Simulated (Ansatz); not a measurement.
# Na2WO4 (Fd-3m): the host for defect calculations, part 2 of 2

Aim: the runs on the perfect crystal Na2WO4 (Fd-3m) that a defect calculation needs first.

Ansatz 0.2.0; plane-wave PAW DFPT, PBEsol; dielectric tensors, Born charges and zone-centre modes of the host (the session's first sound run).

So far. Step 2 (Dielectric tensors of the host): The electronic dielectric tensor is isotropic, 2.87. The static dielectric tensor is isotropic, 6.09.

## Step 5: Defect free supercell relaxed from displaced atoms

This step: plane-wave PAW DFT, PBEsol; relaxation of the defect-free supercell from random displacements, a test of the host's stability (Ansatz 0.2.0).

pristine.rattled/input.yaml reads:

```yaml
crystal:
  lattice:
    - [9.1091060955, 0.0, 0.0]
    - [0.0, 9.1091060955, 0.0]
    - [0.0, 0.0, 9.1091060955]
  atoms:
    - { symbol: Na, position: [0.125, 0.375, 0.375] }
    - { symbol: Na, position: [0.125, 0.875, 0.875] }
    - { symbol: Na, position: [0.625, 0.375, 0.875] }
    - { symbol: Na, position: [0.625, 0.875, 0.375] }
    - { symbol: Na, position: [0.375, 0.125, 0.375] }
    - { symbol: Na, position: [0.375, 0.625, 0.875] }
    - { symbol: Na, position: [0.875, 0.125, 0.875] }
    - { symbol: Na, position: [0.875, 0.625, 0.375] }
    - { symbol: Na, position: [0.375, 0.375, 0.125] }
    - { symbol: Na, position: [0.375, 0.875, 0.625] }
    - { symbol: Na, position: [0.875, 0.375, 0.625] }
    - { symbol: Na, position: [0.875, 0.875, 0.125] }
    - { symbol: Na, position: [0.125, 0.125, 0.125] }
    - { symbol: Na, position: [0.125, 0.625, 0.625] }
    - { symbol: Na, position: [0.625, 0.125, 0.625] }
    - { symbol: Na, position: [0.625, 0.625, 0.125] }
    - { symbol: W, position: [0.25, 0.25, 0.75] }
    - { symbol: W, position: [0.25, 0.75, 0.25] }
    - { symbol: W, position: [0.75, 0.25, 0.25] }
    - { symbol: W, position: [0.75, 0.75, 0.75] }
    - { symbol: W, position: [0.0, 0.0, 0.5] }
    - { symbol: W, position: [0.0, 0.5, 0.0] }
    - { symbol: W, position: [0.5, 0.0, 0.0] }
    - { symbol: W, position: [0.5, 0.5, 0.5] }
    - { symbol: O, position: [0.3632879699, 0.1367120301, 0.6367120301] }
    - { symbol: O, position: [0.3632879699, 0.6367120301, 0.1367120301] }
    - { symbol: O, position: [0.8632879699, 0.1367120301, 0.1367120301] }
    - { symbol: O, position: [0.8632879699, 0.6367120301, 0.6367120301] }
    - { symbol: O, position: [0.1367120301, 0.3632879699, 0.6367120301] }
    - { symbol: O, position: [0.1367120301, 0.8632879699, 0.1367120301] }
    - { symbol: O, position: [0.6367120301, 0.3632879699, 0.1367120301] }
    - { symbol: O, position: [0.6367120301, 0.8632879699, 0.6367120301] }
    - { symbol: O, position: [0.1367120301, 0.1367120301, 0.8632879699] }
    - { symbol: O, position: [0.1367120301, 0.6367120301, 0.3632879699] }
    - { symbol: O, position: [0.6367120301, 0.1367120301, 0.3632879699] }
    - { symbol: O, position: [0.6367120301, 0.6367120301, 0.8632879699] }
    - { symbol: O, position: [0.3632879699, 0.3632879699, 0.8632879699] }
    - { symbol: O, position: [0.3632879699, 0.8632879699, 0.3632879699] }
    - { symbol: O, position: [0.8632879699, 0.3632879699, 0.3632879699] }
    - { symbol: O, position: [0.8632879699, 0.8632879699, 0.8632879699] }
    - { symbol: O, position: [0.3867120301, 0.1132879699, 0.1132879699] }
    - { symbol: O, position: [0.3867120301, 0.6132879699, 0.6132879699] }
    - { symbol: O, position: [0.8867120301, 0.1132879699, 0.6132879699] }
    - { symbol: O, position: [0.8867120301, 0.6132879699, 0.1132879699] }
    - { symbol: O, position: [0.1132879699, 0.3867120301, 0.1132879699] }
    - { symbol: O, position: [0.1132879699, 0.8867120301, 0.6132879699] }
    - { symbol: O, position: [0.6132879699, 0.3867120301, 0.6132879699] }
    - { symbol: O, position: [0.6132879699, 0.8867120301, 0.1132879699] }
    - { symbol: O, position: [0.1132879699, 0.1132879699, 0.3867120301] }
    - { symbol: O, position: [0.1132879699, 0.6132879699, 0.8867120301] }
    - { symbol: O, position: [0.6132879699, 0.1132879699, 0.8867120301] }
    - { symbol: O, position: [0.6132879699, 0.6132879699, 0.3867120301] }
    - { symbol: O, position: [0.3867120301, 0.3867120301, 0.3867120301] }
    - { symbol: O, position: [0.3867120301, 0.8867120301, 0.8867120301] }
    - { symbol: O, position: [0.8867120301, 0.3867120301, 0.8867120301] }
    - { symbol: O, position: [0.8867120301, 0.8867120301, 0.3867120301] }
basis:
  ecutwfc: 420
  xc_grid: 2
hamiltonian:
  xc: pbesol
kpoints:
  mp_grid: { grid: [1, 1, 1], shift: [0.25, 0.25, 0.25] }
scf:
  occupations: { method: fermi_dirac, width: 0.01 }
  max_iter: 80
output:
  forces: true
relax:
  f_tol: 0.01
  max_steps: 120
  random_displacement: { amplitude: 0.08, seed: 7360 }
checkpoint:
  write: "../pristine.rattled.run"
  compress: false
  write_wavefunctions: false
  write_every: 100000
```

Run with:

```sh
> ansatz run input.yaml --threads 8 --pin off --max-ram 22609MiB --backend cpu --events-out ev --progress --plain --runs-dir out
```

Numbers of over 12 decimals in the logs are rounded to 6 here.

Log:

```text
[...]
Crystal: 56 atoms, lattice volume = 755.835 Å³
Basis set: ecut = 420 eV, 14771 PW (Γ), exchange–correlation on 128×128×128 points (8 copies of the dense FFT grid, shifted against one another)
Bands: 280, of which v1, the nominal top of the filled ones, is band 224 counted from 1 (223 counted from 0)
Symmetry: 1 space group operations
k-points: 1
[...]
SCF iter   1: F=—  HF=-123650.571458 eV  |F-HF|=—  |Δ(HF+E_count)|=         —  Δρ=1.51e-2  dr2=1.83e0  ethr=1.77e-3  ⟨swp⟩=6.0  Hψ=982  notcnv=0  defer=37
[...]
SCF iter   9: F=-123650.211504 eV  HF=-123650.211506 eV  |F-HF|=1.86e-6  |Δ(HF+E_count)|=   2.30e-7  Δρ=1.64e-5  dr2=2.24e-6  ethr=5.58e-10  ⟨swp⟩=4.0  Hψ=818  notcnv=0
SCF 1 converged in 9 iterations: F = -123650.211504 eV  dr2 = 2.24e-6
[...]
relax step   1: F+E_penalty+E_count = -123650.21150389 eV  Δ(F+E_penalty+E_count) = +0.000e0 eV  max|allowed force component| = 7.416e0 eV/Å  Δτ_max = 0.0000 Å  (9 SCF iters, dr2 threshold 2.50e-6 eV, accepted)
[... the SCF cycles and remarks between the steps are left out from here to the last step ...]
relax step   2: F+E_penalty+E_count = -123652.94841941 eV  Δ(F+E_penalty+E_count) = -2.737e0 eV  max|allowed force component| = 1.210e0 eV/Å  Δτ_max = 0.1512 Å  (7 SCF iters, dr2 threshold 1.00e-4 eV, accepted)
relax step   3: F+E_penalty+E_count = -123653.20658571 eV  Δ(F+E_penalty+E_count) = -2.582e-1 eV  max|allowed force component| = 1.213e-2 eV/Å  Δτ_max = 0.0813 Å  (7 SCF iters, dr2 threshold 9.15e-5 eV, accepted)
relax step   4: F+E_penalty+E_count = -123653.20658737 eV  Δ(F+E_penalty+E_count) = -1.652e-6 eV  max|allowed force component| = 1.230e-2 eV/Å  Δτ_max = 0.0000 Å  (6 SCF iters, accepted)
relax step   5: F+E_penalty+E_count = -123653.20691956 eV  Δ(F+E_penalty+E_count) = -3.322e-4 eV  max|allowed force component| = 1.084e-2 eV/Å  Δτ_max = 0.0062 Å  (8 SCF iters, accepted)
SCF iter   1: F=—  HF=-123653.196485 eV  |F-HF|=—  |Δ(HF+E_count)|=         —  Δρ=1.73e-4  dr2=1.12e-4  ethr=5.35e-7  ⟨swp⟩=2.0  Hψ=475  notcnv=0  defer=39
[...]
SCF iter   6: F=-123653.207006 eV  HF=-123653.207006 eV  |F-HF|=2.05e-8  |Δ(HF+E_count)|=   8.16e-9  Δρ=2.76e-6  dr2=6.49e-8  ethr=2.23e-11  ⟨swp⟩=3.0  Hψ=948  notcnv=0
SCF 6 converged in 6 iterations: F = -123653.207006 eV  dr2 = 6.49e-8
relax step   6: F+E_penalty+E_count = -123653.20700579 eV  Δ(F+E_penalty+E_count) = -8.623e-5 eV  max|allowed force component| = 2.973e-3 eV/Å  Δτ_max = 0.0019 Å  (6 SCF iters, accepted)
SCF converged after 6 iterations
Free energy (F): -123653.207006 eV
[...]
Internal energy: -123653.207006 eV  (E = F + TS)
E sigma→0 (E₀):  -123653.207006 eV
Fermi energy:    6.970628 eV
[...]
--- Forces (eV/Å), atoms counted from 1 ---
  atom   1  Na    -0.00003659    -0.00001692     0.00004073
  atom   2  Na    -0.00000732    -0.00003331     0.00004108
  atom   3  Na     0.00002259     0.00003987     0.00001548
  atom   4  Na     0.00000685     0.00002260    -0.00000205
  atom   5  Na     0.00003774     0.00001395     0.00001897
  atom   6  Na    -0.00000636    -0.00005492     0.00001142
  atom   7  Na     0.00004549     0.00004088     0.00000862
  atom   8  Na    -0.00002271    -0.00002686     0.00002087
  atom   9  Na    -0.00000065     0.00003724    -0.00001763
  atom  10  Na     0.00002245     0.00001759     0.00002009
  atom  11  Na     0.00003316     0.00006704     0.00002353
  atom  12  Na    -0.00005138     0.00002456    -0.00001892
  atom  13  Na     0.00001737    -0.00006532     0.00001126
  atom  14  Na    -0.00004441    -0.00005059     0.00003964
  atom  15  Na     0.00004389     0.00003892     0.00001715
  atom  16  Na    -0.00006466     0.00001118    -0.00000062
  atom  17  W      0.00183969     0.00215589     0.00284403
  atom  18  W      0.00173610     0.00218248     0.00284325
  atom  19  W      0.00176401     0.00231459     0.00288433
  atom  20  W      0.00181400     0.00223812     0.00285997
  atom  21  W     -0.00173927    -0.00219960    -0.00288546
  atom  22  W     -0.00177992    -0.00226671    -0.00288490
  atom  23  W     -0.00180068    -0.00223661    -0.00297348
  atom  24  W     -0.00176116    -0.00224256    -0.00291651
  atom  25  O     -0.00017004    -0.00083914    -0.00095248
  atom  26  O     -0.00012575    -0.00092176    -0.00105925
  atom  27  O     -0.00007551    -0.00088880    -0.00096500
  atom  28  O     -0.00010848    -0.00088266    -0.00103010
  atom  29  O     -0.00065152    -0.00031246    -0.00090801
  atom  30  O     -0.00070710    -0.00029541    -0.00100575
  atom  31  O     -0.00063853    -0.00031229    -0.00093534
  atom  32  O     -0.00066488    -0.00029386    -0.00098957
  atom  33  O     -0.00055414    -0.00061891    -0.00058789
  atom  34  O     -0.00058632    -0.00059073    -0.00061959
  atom  35  O     -0.00061058    -0.00068069    -0.00052186
  atom  36  O     -0.00065224    -0.00060965    -0.00055201
  atom  37  O     -0.00098450    -0.00108164    -0.00123685
  atom  38  O     -0.00096824    -0.00103309    -0.00122302
  atom  39  O     -0.00102347    -0.00114989    -0.00119810
  atom  40  O     -0.00099982    -0.00103972    -0.00125816
[...]
atom  45  O      0.00061485     0.00032389     0.00076548
  atom  46  O      0.00063205     0.00033656     0.00084628
  atom  47  O      0.00061435     0.00037329     0.00086007
  atom  48  O      0.00070302     0.00032624     0.00100262
  atom  49  O      0.00054601     0.00060599     0.00060353
  atom  50  O      0.00050698     0.00056672     0.00054242
  atom  51  O      0.00052323     0.00054310     0.00072255
  atom  52  O      0.00049789     0.00068728     0.00062890
  atom  53  O      0.00101742     0.00113263     0.00128741
  atom  54  O      0.00112933     0.00116281     0.00140652
  atom  55  O      0.00107359     0.00112715     0.00122728
  atom  56  O      0.00100963     0.00113115     0.00123194
  max |Σ_I F_I| component: 7.59e-5 eV/Å
--- Relaxed structure (6 steps of the walk, 6 accepted, 0 SCFs on fresh bases) ---
  F+E_penalty+E_count = -123653.20700579 eV   max|allowed force component| = 2.973e-3 eV/Å
  atoms:
    - { symbol: Na, position: [0.124098, 0.373972, 0.374953] }
    - { symbol: Na, position: [0.124095, 0.873974, 0.874953] }
    - { symbol: Na, position: [0.624093, 0.373968, 0.874950] }
    - { symbol: Na, position: [0.624095, 0.873967, 0.374951] }
    - { symbol: Na, position: [0.374093, 0.123969, 0.374948] }
    - { symbol: Na, position: [0.374097, 0.623975, 0.874953] }
    - { symbol: Na, position: [0.874090, 0.123969, 0.874949] }
    - { symbol: Na, position: [0.874100, 0.623970, 0.374954] }
    - { symbol: Na, position: [0.374096, 0.373972, 0.124951] }
    - { symbol: Na, position: [0.374094, 0.873971, 0.624950] }
    - { symbol: Na, position: [0.874094, 0.373968, 0.624951] }
    - { symbol: Na, position: [0.874098, 0.873971, 0.124953] }
    - { symbol: Na, position: [0.124092, 0.123977, 0.124951] }
    - { symbol: Na, position: [0.124098, 0.623973, 0.624955] }
    - { symbol: Na, position: [0.624091, 0.123968, 0.624948] }
    - { symbol: Na, position: [0.624101, 0.623969, 0.124952] }
    - { symbol: W, position: [0.249076, 0.248959, 0.749936] }
    - { symbol: W, position: [0.249084, 0.748958, 0.249942] }
    - { symbol: W, position: [0.749080, 0.248954, 0.249934] }
    - { symbol: W, position: [0.749081, 0.748953, 0.749939] }
    - { symbol: W, position: [-0.000892, -0.001014, 0.499967] }
    - { symbol: W, position: [-0.000888, 0.498989, -2.792996696225365e-5] }
    - { symbol: W, position: [0.499106, -0.001013, -4.044765122948117e-5] }
    - { symbol: W, position: [0.499113, 0.498983, 0.499966] }
    - { symbol: O, position: [0.362359, 0.135667, 0.636645] }
    - { symbol: O, position: [0.362368, 0.635668, 0.136650] }
    - { symbol: O, position: [0.862362, 0.135663, 0.136642] }
    - { symbol: O, position: [0.862365, 0.635663, 0.636648] }
    - { symbol: O, position: [0.135783, 0.362243, 0.636647] }
    - { symbol: O, position: [0.135790, 0.862243, 0.136654] }
    - { symbol: O, position: [0.635785, 0.362238, 0.136646] }
    - { symbol: O, position: [0.635786, 0.862237, 0.636651] }
    - { symbol: O, position: [0.135784, 0.135667, 0.863222] }
    - { symbol: O, position: [0.135793, 0.635665, 0.363227] }
    - { symbol: O, position: [0.635789, 0.135662, 0.363219] }
    - { symbol: O, position: [0.635791, 0.635660, 0.863224] }
    - { symbol: O, position: [0.362358, 0.362242, 0.863221] }
    - { symbol: O, position: [0.362366, 0.862241, 0.363227] }
    - { symbol: O, position: [0.862362, 0.362238, 0.363218] }
    - { symbol: O, position: [0.862363, 0.862236, 0.863225] }
    - { symbol: O, position: [0.385823, 0.112279, 0.113251] }
    - { symbol: O, position: [0.385831, 0.612276, 0.613256] }
    - { symbol: O, position: [0.885823, 0.112277, 0.613256] }
    - { symbol: O, position: [0.885829, 0.612280, 0.113264] }
    - { symbol: O, position: [0.112406, 0.385705, 0.113262] }
    - { symbol: O, position: [0.112402, 0.885703, 0.613258] }
    - { symbol: O, position: [0.612406, 0.385698, 0.613256] }
    - { symbol: O, position: [0.612400, 0.885702, 0.113248] }
    - { symbol: O, position: [0.112399, 0.112278, 0.386681] }
    - { symbol: O, position: [0.112404, 0.612281, 0.886687] }
    - { symbol: O, position: [0.612398, 0.112279, 0.886673] }
    - { symbol: O, position: [0.612407, 0.612273, 0.386680] }
    - { symbol: O, position: [0.385831, 0.385700, 0.386681] }
    - { symbol: O, position: [0.385824, 0.885704, 0.886674] }
    - { symbol: O, position: [0.885830, 0.385706, 0.886688] }
    - { symbol: O, position: [0.885827, 0.885701, 0.386682] }
```

The job ended after 51 s (8 threads of Arm Neoverse V2, shared host; peak memory 1.4 GiB).

The steps of the relaxation:

| step | energy less that of the first step (eV) | largest force component (eV/Å) |
| --- | --- | --- |
| 1 | 0.0000 | 7.4158 |
| 2 | -2.7369 | 1.2097 |
| 3 | -2.9951 | 0.0121 |
| 4 | -2.9951 | 0.0123 |
| 5 | -2.9954 | 0.0108 |
| 6 | -2.9955 | 0.0030 |

The relaxation ends 53 meV an atom lower than the displaced start, with a largest force component of 0.0030 eV/Å.

## Step 6: Results

```
electronic dielectric constant                                       : 2.87
static dielectric constant                                           : 6.09
gap on the k-mesh of the response run (PBEsol)                       : 4.98 eV
symmetric supercell less the displaced and relaxed one               : 0.000 eV
energy an atom at one point at (¼, ¼, ¼) less that on the dense mesh : 0.000 eV
```

Step 5: The energy fell by 2.996 eV from the randomly displaced start; the atoms end within 0.005 Å of the sites as typed, once the mean shift is taken out. The displaced cell ends within 0.01 eV of the symmetric one, so no lower structure shows in this supercell. The k-mesh can miss the band edges, so this gap is an upper bound at this level. All at zero temperature.

[Logs are printed without paths, hosts, clocks, repeated set-up lines and the standing remarks that a program may print on its own settings, such as how far it seeks lower states.]

[Hosts, paths, dates, database ids (printed as entryN), source tags and the programs' standing remarks are cut or masked in the printed files.]

[Runs of the host that timed out are not shown.]

[For some hosts the program warned that the k-mesh of the response run may be too coarse for force constants and the static dielectric constant; such warnings are not always shown.]
